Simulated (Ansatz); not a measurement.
# Work function of Nb(111): what the settings cost and change, part 2 of 2

How far do cutoff, k-mesh and smearing move the work function of Nb(111)?

Ansatz 0.2.0; plane-wave DFT, PBE, Ansatz PAW.

So far, work function, upper face (eV): step 2 (run, setting cutoff 200 eV) 3.53; step 3 (run) 3.41; step 4 (run) 3.41; step 5 (run) 3.41.

**6. Slab**

The input, input.yaml:

```yaml
crystal:
  lattice:
    - [4.6669047558, 0.0, 0.0]
    - [2.3334523779, 4.0416580756, 0.0]
    - [0.0, 0.0, 27.5262794416]
  atoms:
    - { symbol: Nb, position: [0.6666666667, 0.6666666667, 0.3269602788] }
    - { symbol: Nb, position: [0.0, 0.0, 0.361568223] }
    - { symbol: Nb, position: [0.3333333333, 0.3333333333, 0.3961761673] }
    - { symbol: Nb, position: [0.6666666667, 0.6666666667, 0.4307841115] }
    - { symbol: Nb, position: [0.0, 0.0, 0.4653920558] }
    - { symbol: Nb, position: [0.3333333333, 0.3333333333, 0.5] }
    - { symbol: Nb, position: [0.6666666667, 0.6666666667, 0.5346079442] }
    - { symbol: Nb, position: [0.0, 0.0, 0.5692158885] }
    - { symbol: Nb, position: [0.3333333333, 0.3333333333, 0.6038238327] }
    - { symbol: Nb, position: [0.6666666667, 0.6666666667, 0.638431777] }
    - { symbol: Nb, position: [0.0, 0.0, 0.6730397212] }
kpoints:
  mp_grid: { grid: [2, 2, 1] }
hamiltonian:
  xc: pbe
scf:
  occupations: { method: fermi_dirac, width: 0.1 }
  convergence: { dr2_threshold: 1.0e-09 }
efield:
  axis: 3
  dipole_correction: true
  ramp_position: 0.97
  ramp_width: 0.06
output:
  write_potential: true
  write_density: true
  volumetric_format: npy
```

Command:

```sh
ansatz run input.yaml --threads 2 --pin off --max-ram 3072MiB --backend cpu --events-out ev --progress --plain --runs-dir out
```

Numbers of over 12 decimals in the logs are rounded to 6 here.

Output:

```text
[...]
Crystal: 11 atoms, lattice volume = 519.202 Å³
Basis set: ecut = 420 eV, 10177 PW (Γ)
Bands: 86, of which v1, the nominal top of the filled ones, is band 72 counted from 1 (71 counted from 0)
Symmetry: 6 space group operations
k-points: 2 of 4
[...]
Fermi energy:    4.719418 eV
Dipole field:    D = 0.000002 V/Å  (p = 0.000005 e·Å, saw-weighted, corrected)
Work function:   Φ+ = 3.4020 eV   Φ− = 3.4020 eV
[...]
--- Band table (eV) ---
  k-point 0: bands = [... 68 lower, 4.2492, 4.4621, 4.4621, 4.5837, 4.5837, 4.9440, 4.9440, 4.9762, ... 10 higher]
  k-point 1: bands = [... 68 lower, 4.3844, 4.4450, 4.5152, 4.8822, 4.9510, 5.0198, 5.5088, 5.5283, ... 10 higher]
[key lines of the parts left out:]
SCF converged after 12 iterations
Free energy (F): -50070.546345 eV
```

Elapsed: 16 s, on 2 threads of Arm Neoverse N1, shared host; peak memory 0.71 GiB.

The work function is 3.402 eV, -0.010 eV from the run “cutoff 420 eV”, at 0.092 times its CPU time.

**7. Slab**

Changes to input.yaml since step 6:

```diff
@@ -18,3 +18,3 @@
 kpoints:
-  mp_grid: { grid: [2, 2, 1] }
+  mp_grid: { grid: [3, 3, 1] }
 hamiltonian:
```

Output:

```text
[...]
Crystal: 11 atoms, lattice volume = 519.202 Å³
Basis set: ecut = 420 eV, 10177 PW (Γ)
Bands: 86, of which v1, the nominal top of the filled ones, is band 72 counted from 1 (71 counted from 0)
Symmetry: 6 space group operations
k-points: 3 of 9 (time reversal used)
[...]
Work function:   Φ+ = 3.3527 eV   Φ− = 3.3527 eV
[...]
--- Band table (eV) ---
  k-point 0: bands = [... 68 lower, 4.2067, 4.3780, 4.3780, 4.4962, 4.4962, 4.9216, 4.9216, 4.9456, ... 10 higher]
  k-point 1: bands = [... 68 lower, 4.4757, 4.5373, 4.7765, 5.0371, 5.0381, 5.3031, 5.3825, 5.4640, ... 10 higher]
  k-point 2: bands = [... 68 lower, 4.4806, 4.5206, 4.5206, 4.8391, 4.8498, 4.8522, 4.8522, 5.2813, ... 10 higher]
[key lines of the parts left out:]
SCF converged after 11 iterations
Free energy (F): -50069.162024 eV
Fermi energy:    4.825868 eV
Dipole field:    D = 0.000000 V/Å  (p = 0.000001 e·Å, saw-weighted, corrected)
```

The job ended after 29 s (2 threads; peak memory 0.75 GiB; 42 s of CPU time).

The work function is 3.353 eV, -0.059 eV from the run “cutoff 420 eV”, at 0.21 times its CPU time.

**8. Run**

Changes to input.yaml since step 7:

```diff
@@ -18,3 +18,3 @@
 kpoints:
-  mp_grid: { grid: [3, 3, 1] }
+  mp_grid: { grid: [7, 7, 1] }
 hamiltonian:
```

Output:

```text
[...]
Crystal: 11 atoms, lattice volume = 519.202 Å³
Basis set: ecut = 420 eV, 10177 PW (Γ)
Bands: 86, of which v1, the nominal top of the filled ones, is band 72 counted from 1 (71 counted from 0)
Symmetry: 6 space group operations
k-points: 8 of 49 (time reversal used)
[...]
k-point 0: bands = [... 68 lower, 4.1880, 4.3704, 4.3704, 4.4876, 4.4876, 4.9048, 4.9048, 4.9441, ... 10 higher]
  k-point 1: bands = [... 68 lower, 4.4347, 4.5015, 4.5212, 4.6818, 4.7567, 4.9013, 4.9742, 5.0741, ... 10 higher]
  k-point 2: bands = [... 68 lower, 4.5131, 4.6248, 4.6943, 5.0075, 5.0494, 5.2768, 5.2834, 5.4857, ... 10 higher]
  k-point 7: bands = [... 68 lower, 4.4554, 4.5161, 4.6377, 4.7173, 4.7612, 4.9431, 4.9456, 5.3857, ... 10 higher]
[key lines of the parts left out:]
SCF converged after 10 iterations
Free energy (F): -50069.111203 eV
Fermi energy:    4.767206 eV
Dipole field:    D = 0.000001 V/Å  (p = 0.000003 e·Å, saw-weighted, corrected)
Work function:   Φ+ = 3.4169 eV   Φ− = 3.4170 eV
```

Run time: 76 s. Hardware: 2 threads; peak memory 0.93 GiB.

The work function is 3.417 eV, +0.005 eV from the run “cutoff 420 eV”, at 0.59 times its CPU time.

**9. Slab**

Changes to input.yaml since step 8:

```diff
@@ -18,3 +18,3 @@
 kpoints:
-  mp_grid: { grid: [7, 7, 1] }
+  mp_grid: { grid: [15, 15, 1] }
 hamiltonian:
```

Output:

```text
[...]
Crystal: 11 atoms, lattice volume = 519.202 Å³
Basis set: ecut = 420 eV, 10177 PW (Γ)
Bands: 86, of which v1, the nominal top of the filled ones, is band 72 counted from 1 (71 counted from 0)
Symmetry: 6 space group operations
k-points: 27 of 225 (time reversal used)
[...]
k-point 0: bands = [... 68 lower, 4.1886, 4.3715, 4.3715, 4.4887, 4.4887, 4.9046, 4.9046, 4.9453, ... 10 higher]
  k-point 1: bands = [... 68 lower, 4.2322, 4.4135, 4.4263, 4.5360, 4.5406, 4.9016, 4.9139, 4.9969, ... 10 higher]
  k-point 2: bands = [... 68 lower, 4.3825, 4.4941, 4.5106, 4.6626, 4.7220, 4.9000, 4.9667, 5.0589, ... 10 higher]
  k-point 26: bands = [... 68 lower, 4.4633, 4.5011, 4.5011, 4.8353, 4.8433, 4.8455, 4.8455, 5.2730, ... 10 higher]
[key lines of the parts left out:]
SCF converged after 10 iterations
Free energy (F): -50069.116296 eV
Fermi energy:    4.771860 eV
Dipole field:    D = 0.000000 V/Å  (p = 0.000001 e·Å, saw-weighted, corrected)
Work function:   Φ+ = 3.4124 eV   Φ− = 3.4124 eV
```

It took 4 min on 2 threads; peak memory 1.6 GiB.

The work function is 3.412 eV, +0.001 eV from the run “cutoff 420 eV”, at 2.1 times its CPU time.

**10. Slab**

Changes to input.yaml since step 9:

```diff
@@ -18,3 +18,3 @@
 kpoints:
-  mp_grid: { grid: [15, 15, 1] }
+  mp_grid: { grid: [10, 10, 1] }
 hamiltonian:
@@ -22,3 +22,3 @@
 scf:
-  occupations: { method: fermi_dirac, width: 0.1 }
+  occupations: { method: gaussian, width: 0.05 }
   convergence: { dr2_threshold: 1.0e-09 }
```

Output:

```text
[...]
Crystal: 11 atoms, lattice volume = 519.202 Å³
Basis set: ecut = 420 eV, 10177 PW (Γ)
Bands: 86, of which v1, the nominal top of the filled ones, is band 72 counted from 1 (71 counted from 0)
Symmetry: 6 space group operations
k-points: 14 of 100 (time reversal used)
[...]
k-point 0: bands = [... 68 lower, 4.2230, 4.4014, 4.4014, 4.5215, 4.5215, 4.9467, 4.9467, 4.9623, ... 10 higher]
  k-point 1: bands = [... 68 lower, 4.2957, 4.4943, 4.4980, 4.6289, 4.6454, 4.9409, 4.9676, 5.0386, ... 10 higher]
  k-point 2: bands = [... 68 lower, 4.5722, 4.5878, 4.7510, 4.8437, 4.9633, 5.0157, 5.0888, 5.2251, ... 10 higher]
  k-point 13: bands = [... 68 lower, 4.4681, 4.5675, 4.5939, 4.7840, 4.8232, 4.9177, 4.9735, 5.3298, ... 10 higher]
[key lines of the parts left out:]
SCF converged after 11 iterations
Free energy (F): -50068.875087 eV
Fermi energy:    4.796635 eV
Dipole field:    D = -0.000001 V/Å  (p = -0.000002 e·Å, saw-weighted, corrected)
Work function:   Φ+ = 3.3566 eV   Φ− = 3.3566 eV
```

The job ended after 2 min (2 threads; peak memory 1.1 GiB).

The work function is 3.357 eV, -0.055 eV from the run “cutoff 420 eV”, at 1.0 times its CPU time.

**11. Slab**

Changes to input.yaml since step 10:

```diff
@@ -22,3 +22,3 @@
 scf:
-  occupations: { method: gaussian, width: 0.05 }
+  occupations: { method: methfessel_paxton, width: 0.2 }
   convergence: { dr2_threshold: 1.0e-09 }
```

Output:

```text
[...]
Crystal: 11 atoms, lattice volume = 519.202 Å³
Basis set: ecut = 420 eV, 10177 PW (Γ)
Bands: 86, of which v1, the nominal top of the filled ones, is band 72 counted from 1 (71 counted from 0)
Symmetry: 6 space group operations
k-points: 14 of 100 (time reversal used)
[...]
k-point 0: bands = [... 68 lower, 4.2219, 4.4027, 4.4027, 4.5216, 4.5216, 4.9427, 4.9427, 4.9637, ... 10 higher]
  k-point 1: bands = [... 68 lower, 4.2955, 4.4951, 4.4974, 4.6286, 4.6454, 4.9372, 4.9669, 5.0396, ... 10 higher]
  k-point 2: bands = [... 68 lower, 4.5720, 4.5862, 4.7467, 4.8431, 4.9611, 5.0152, 5.0885, 5.2249, ... 10 higher]
  k-point 13: bands = [... 68 lower, 4.4635, 4.5650, 4.5900, 4.7843, 4.8233, 4.9173, 4.9724, 5.3296, ... 10 higher]
[key lines of the parts left out:]
SCF converged after 10 iterations
Free energy (F): -50068.858241 eV
Fermi energy:    4.790421 eV
Dipole field:    D = -0.000001 V/Å  (p = -0.000002 e·Å, saw-weighted, corrected)
Work function:   Φ+ = 3.3638 eV   Φ− = 3.3638 eV
```

Elapsed: 1.8 min, on 2 threads; peak memory 1.1 GiB; 3.2 min of CPU time.

The work function is 3.364 eV, -0.048 eV from the run “cutoff 420 eV”, at 0.95 times its CPU time.

**12. Slab**

Changes to input.yaml since step 11:

```diff
@@ -22,3 +22,3 @@
 scf:
-  occupations: { method: methfessel_paxton, width: 0.2 }
+  occupations: { method: fermi_dirac, width: 0.3 }
   convergence: { dr2_threshold: 1.0e-09 }
```

Output:

```text
band count auto-derived: 98 (N_el = 143.0; filled up to band 72; 86 by the electrons, moments and atoms)
[...]
Crystal: 11 atoms, lattice volume = 519.202 Å³
Basis set: ecut = 420 eV, 10177 PW (Γ)
Bands: 98, of which v1, the nominal top of the filled ones, is band 72 counted from 1 (71 counted from 0)
Symmetry: 6 space group operations
[...]
k-point 0: bands = [... 68 lower, 4.0442, 4.2416, 4.2416, 4.3513, 4.3513, 4.7457, 4.7457, 4.8663, ... 22 higher]
  k-point 1: bands = [... 68 lower, 4.1272, 4.3237, 4.3292, 4.4564, 4.4751, 4.7423, 4.8115, 4.9184, ... 22 higher]
  k-point 2: bands = [... 68 lower, 4.3976, 4.4082, 4.5500, 4.6857, 4.7765, 4.8436, 4.9392, 5.0823, ... 22 higher]
  k-point 13: bands = [... 68 lower, 4.2664, 4.3790, 4.3977, 4.6130, 4.6553, 4.7634, 4.8098, 5.1645, ... 22 higher]
[key lines of the parts left out:]
SCF converged after 10 iterations
Free energy (F): -50071.085906 eV
Fermi energy:    4.708501 eV
Dipole field:    D = 0.000002 V/Å  (p = 0.000007 e·Å, saw-weighted, corrected)
Work function:   Φ+ = 3.5975 eV   Φ− = 3.5975 eV
```

Elapsed: 2.3 min, on 2 threads; peak memory 1.3 GiB; 3.9 min of CPU time.

The work function is 3.597 eV, +0.186 eV from the run “cutoff 420 eV”, at 1.2 times its CPU time.

**13. Run**

Changes to input.yaml since step 12:

```diff
@@ -22,3 +22,3 @@
 scf:
-  occupations: { method: fermi_dirac, width: 0.3 }
+  occupations: { method: cold, width: 0.1 }
   convergence: { dr2_threshold: 1.0e-09 }
```

Output:

```text
[...]
Crystal: 11 atoms, lattice volume = 519.202 Å³
Basis set: ecut = 420 eV, 10177 PW (Γ)
Bands: 86, of which v1, the nominal top of the filled ones, is band 72 counted from 1 (71 counted from 0)
Symmetry: 6 space group operations
k-points: 14 of 100 (time reversal used)
[...]
k-point 0: bands = [... 68 lower, 4.2197, 4.4009, 4.4009, 4.5201, 4.5201, 4.9435, 4.9435, 4.9614, ... 10 higher]
  k-point 1: bands = [... 68 lower, 4.2935, 4.4934, 4.4961, 4.6271, 4.6440, 4.9378, 4.9658, 5.0370, ... 10 higher]
  k-point 2: bands = [... 68 lower, 4.5707, 4.5852, 4.7470, 4.8413, 4.9609, 5.0140, 5.0869, 5.2234, ... 10 higher]
  k-point 13: bands = [... 68 lower, 4.4640, 4.5644, 4.5905, 4.7820, 4.8212, 4.9161, 4.9716, 5.3278, ... 10 higher]
[key lines of the parts left out:]
SCF converged after 12 iterations
Free energy (F): -50068.863380 eV
Fermi energy:    4.788539 eV
Dipole field:    D = 0.000004 V/Å  (p = 0.000013 e·Å, saw-weighted, corrected)
Work function:   Φ+ = 3.3666 eV   Φ− = 3.3667 eV
```

Elapsed: 2 min, on 2 threads; peak memory 1.1 GiB; 3.4 min of CPU time.

The work function is 3.367 eV, -0.045 eV from the run “cutoff 420 eV”, at 1.0 times its CPU time.

**14. Comparing the runs**

Times are for 2 threads of Arm Neoverse N1, shared host. Results by setting:

```
no.                            setting  work function, upper face (eV)     time  memory (GiB)
  1                      cutoff 200 eV                           3.528     42 s          0.54
  2                      cutoff 300 eV                           3.413     69 s          0.79
  3                      cutoff 420 eV                           3.412  1.9 min           1.1
  4                      cutoff 600 eV                           3.412  3.4 min           1.8
  5                           mesh 2x2                           3.402     16 s          0.71
  6                           mesh 3x3                           3.353     29 s          0.75
  7                           mesh 7x7                           3.417     76 s          0.93
  8                         mesh 15x15                           3.412    4 min           1.6
  9          Gaussian smearing 0.05 eV                           3.357    2 min           1.1
 10  methfessel_paxton smearing 0.2 eV                           3.364  1.8 min           1.1
 11        fermi_dirac smearing 0.3 eV                           3.597  2.3 min           1.3
 12               cold smearing 0.1 eV                           3.367    2 min           1.1
```

**15. Varying the input**

An input spoilt on purpose, to show how the run answers: it repeats the earlier run “cutoff 200 eV” with scf.occupations from method: fermi_dirac, width: 0.1 to method: fixed, and scf.max_iter set to 100; its output block differs too.

Changes to input.yaml since step 13:

```diff
@@ -22,4 +22,5 @@
 scf:
-  occupations: { method: cold, width: 0.1 }
+  occupations: { method: fixed }
   convergence: { dr2_threshold: 1.0e-09 }
+  max_iter: 100
 efield:
@@ -29,2 +30,4 @@
   ramp_width: 0.06
+basis:
+  ecutwfc: "200 eV"
 output:
```

Output:

```text
Error: inconsistent input (scf.occupations.method, magnetization): a σ = 0 step fill (method: fixed, or a smearing width below the step floor) cannot realise an odd electron count (143) without a locked total moment — the per-k integer fill puts the same N_el/2 bands in each spin channel; set magnetization.spin_polarized: true with magnetization.spin_locking.lock_magnetization: hard and an odd magnetization.initial_magnetization (the unpaired electron then fills one channel), or use a smearing method with a finite width, such as fermi_dirac
```

Wall time 0.08 s (2 threads); peak memory 0.08 GiB.

The input was rejected at the start.

The program's message: “Error: inconsistent input (scf.occupations.method, magnetization): a σ = 0 step fill (method: fixed, or a smearing width below the step floor) cannot realise an odd electron count (143) without a lock …”

The fault put into the input: fixed occupations, which need whole filled bands.

**16. Outcome**

| Item | Value |
| --- | --- |
| work function, cutoff 420 eV | 3.412 eV |
| work function, cutoff 600 eV | 3.412 eV |
| work function, mesh 3x3 | 3.353 eV |
| work function, fermi_dirac smearing 0.3 eV | 3.597 eV |

The run at the highest cutoff gives 3.41 eV, and the settings tried spread the value from 3.35 to 3.60 eV. Against 600 eV, a cutoff of 200 eV is off by +0.117 eV. Against 600 eV, a cutoff of 420 eV is off by +0.000 eV. Against the finest mesh, 15 points along a, the coarser ones are off by -0.01 (2), -0.06 (3) and +0.00 (7) eV. The smearing schemes and widths spread it over 0.24 eV. The ladder's slabs use the tabulated experimental lattice constant (two decimals; a low-temperature value for the alkali metals). This open face is not relaxed here, and relaxation moves such faces by up to a few tenths of an eV. In 1 run of the series (cutoff 200 eV) the program warns that electrons reach the sawtooth's ramp, which makes dipole and work function less sure.

Calculation against experiment:

| quantity | measured | cutoff 600 eV |
| --- | --- | --- |
| work function (clean (111) face, a compiled value) (eV) | 4.08 | 3.41 (-0.67 eV) |

Measured values from arxiv:1902.07811 (2019).

How well it matches: The work function is off by -0.67 eV: a clear miss. The grades are ours: good and fair within 3 and 7 % for the work function. No cell relaxation is part of this session.

[Logs are printed without paths, hosts, clocks, repeated set-up lines and the standing remarks that a program may print on its own settings, such as how far it seeks lower states.]

[Hosts, paths, dates, database ids (printed as entryN), source tags and the programs' standing remarks are cut or masked in the printed files.]

[Maps of the electrostatic potential energy from Ansatz leave out the sawtooth potential of an applied field or a dipole correction, so their vacuum need not be flat; planar profiles and work functions include it.]
